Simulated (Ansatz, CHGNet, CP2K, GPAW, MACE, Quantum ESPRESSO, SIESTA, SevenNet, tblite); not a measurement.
**Other levels on Pt(100)/Be(0001) interface (64 atoms)**

The cell holds 64 atoms: 24 Pt and 40 Be. Cell: a = 7.883 Å, b = 6.126 Å, c = 15.503 Å, α = 90.0°, β = 90.0°, γ = 108.8°. Fcc Pt(100), 4 repeat layers, 6 surface cells, strained +0.45 and -1.26 %; hcp Be(0001), 2 layers, 10 cells, -0.45 and +1.29 %; outer planes 2.22 Å apart and 2.02 Å at the second interface of the periodic stack; not relaxed, displaced by a Gaussian of 0.02 Å. Then every atom was moved at random, 0.05 Å r.m.s. a Cartesian component. Regions: Pt, 24 atoms (24 Pt); Be, 40 atoms (40 Be).

Geometry: as built.

The reference, a calculation:

* method: Kohn-Sham DFT, PBE, SSSP efficiency 1.3.0 pseudopotentials, plane waves (Quantum ESPRESSO 7.5); sssp-pbe-1.3.0-efficiency, cutoffs 45/360 Ry, Γ point
* r.m.s. force component: 0.7729 eV/Å
* longest force: 2.882 eV/Å
* pressure: 4.039 GPa
* time: 2.3 min on 2 MPI ranks of Arm Neoverse V1, shared host
* CPU time: 4.5 min

Q: Estimate the differences from the reference, the CPU time and the memory of each run.
- GPAW PBE, LCAO dzp, h 0.2 Å (GPAW 26.7.0; 1 thread)
- GPAW PBE, LCAO dzp, h 0.22 Å (GPAW 26.7.0; 1 thread)
- MACE MPA-0 medium potential (MACE MPA-0 medium; 1 thread)
- CHGNet r2SCAN potential (CHGNet r2SCAN; 1 thread)
- CP2K PBE, DZVP-UZH, 600/50 Ry, diagonalisation (CP2K 2026.2; 4 MPI ranks)
- tblite GFN1-xTB (tblite 0.8.0; 1 thread)
- CP2K PBE, SZV-MOLOPT-SR, 600/50 Ry, diagonalisation (CP2K 2026.2; 2 threads)
- SevenNet l3i5 potential (SevenNet l3i5; 1 thread)
- QE PBE, sg15-1.2, 60/240 Ry (Quantum ESPRESSO 7.5; 4 MPI ranks)

Differences are against the plane-wave reference, forces as r.m.s. over components; share is that over the reference's r.m.s. force, slope the least-squares factor from reference forces to these. Total energies of different programs have different zeros and aren't compared.

```tsv
run	Δ force, r.m.s. (meV/Å)	share (%)	slope	Δ pressure (GPa)	cores	CPU time	memory (GiB)
reference	-	-	-	-	2	4.5 min	1.5
GPAW PBE, LCAO dzp, h 0.2 Å	112	14.5	1.109	-	1	9.2 min	1.1
GPAW PBE, LCAO dzp, h 0.22 Å (coarse)	112	14.5	1.109	-	1	8 min	0.99
MACE MPA-0 medium potential	355	46.0	0.874	-3.45	1	7.5 s	1.1
CHGNet r2SCAN potential	410	53.0	0.574	-4.73	1	3.4 s	1.4
CP2K PBE, DZVP-UZH, 600/50 Ry, diagonalisation	130	16.8	0.960	-0.333	4	29 min	4.5
tblite GFN1-xTB	324	41.9	0.797	23.3	1	4.6 s	0.12
CP2K PBE, SZV-MOLOPT-SR, 600/50 Ry, diagonalisation (coarse)	1438	186	0.900	85.1	2	7.9 min	2.0
SevenNet l3i5 potential	404	52.3	0.968	4.13	1	9.4 s	1.5
QE PBE, sg15-1.2, 60/240 Ry (coarse)	17.3	2.24	1.009	0.461	4	6 min	1.2
```

Rows marked coarse were listed beforehand as settings not expected to be converged; some can still land near the reference.

Times of the machine-learned potentials are mostly Python's start and the loading of weights.

CPU time is summed over cores on a shared host, where runs went side by side, so it is rough. Symmetry, cutoffs, thresholds, outputs and thread counts weren't matched or tuned between programs; memory under MPI is the largest rank's times the ranks.

The PBE runs in local orbitals, coarse settings apart, differ by 14 % (GPAW PBE, LCAO dzp, h 0.2 Å) to 17 % (CP2K PBE, DZVP-UZH, 600/50 Ry, diagonalisation); basis, grid and potentials can all enter. Tight binding differs by 42 % (tblite GFN1-xTB); it is another model, with fitted parameters of its own, and the xTB methods hold dispersion. Machine-learned potentials differ by 46 % (MACE MPA-0 medium potential) to 53 % (CHGNet r2SCAN potential); they were trained on other programs' data, some at another functional. Runs with settings chosen to be coarse differ by 2.2 % (QE PBE, sg15-1.2, 60/240 Ry) to 186 % (CP2K PBE, SZV-MOLOPT-SR, 600/50 Ry, diagonalisation), their programs' other errors included. Periodic xTB results under one method name differ between programs and library versions. Machine-learned potentials mimic data converged in k, so the reference's own k-point error enters their differences. The electronic-structure runs sample only Γ, in a cell whose shortest periodic width is 6 Å, which is coarse for a cell with partly filled levels.

[Logs are printed without paths, hosts, clocks, repeated set-up lines and the standing remarks that a program may print on its own settings, such as how far it seeks lower states.]

[Hosts, paths, dates, database ids (printed as entryN), source tags and the programs' standing remarks are cut or masked in the printed files.]
